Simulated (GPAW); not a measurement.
A computed C K-edge spectrum of one site in a crystal of C, Ti and Zr, with its zero at a photon energy of about 278.2 eV (raw 284.9 eV, less 6.7 eV of added terms; LDA puts this hole about 3 eV below PBE, itself good to a few eV). Method: GPAW, LDA, excited-electron core hole (neutral cell) in a small cell, dipole transitions, broadening that rises with energy.

Energy from the lowest empty level; intensity scaled to a mean of 1 over the first 20 eV:

```csv
E (eV),intensity
-2.0,0.00
-1.0,0.01
0.0,0.47
1.0,1.04
2.0,1.03
3.0,1.62
4.0,1.79
5.0,1.26
6.0,0.59
7.0,0.62
8.0,1.15
9.0,1.70
10.0,1.61
11.0,1.30
12.0,1.23
13.0,1.25
14.0,1.11
15.0,0.68
16.0,0.43
17.0,0.38
18.0,0.34
19.0,0.30
20.0,0.29
21.0,0.31
22.0,0.36
23.0,0.46
24.0,0.61
25.0,0.79
26.0,1.00
27.0,1.18
28.0,1.23
29.0,1.12
```

**Question.** What surroundings does the absorber have?

A K edge sees empty p states; the first features are C p mixed into the empty d states of the Ti and Zr neighbours, and the broad ones above probably into the cations' higher empty bands. It is atom 4 of rock-salt (TiC)1-x(ZrC)x, x = 0.75, with 3 Zr at 2.30 Å, 1 Ti at 2.31 Å, 1 Zr at 2.31 Å and 1 Ti at 2.31 Å (octahedral). Its main maxima below 24 eV lie at 1.5 eV (1.21), 3.6 eV (2.16) and 9.3 eV (1.75). A near-edge spectrum doesn't fix the structure by itself; it is matched against candidates. 

[Banner, clock and machine lines of the logs are left out without a mark of their own.]

[Logs are printed without paths, hosts, clocks, repeated set-up lines and the standing remarks that a program may print on its own settings, such as how far it seeks lower states.]

[Hosts, paths, dates, database ids (printed as entryN), source tags and the programs' standing remarks are cut or masked in the printed files.]

[Lists of maxima count a maximum above −3 eV only where it reaches 4 % of the highest in the window and stands out from its surroundings by 2 % of it (1.5 % where it reaches 55 %); shoulders and weaker maxima are passed over, and of the rest the first, up to two pre-edge ones and the few strongest are named.]
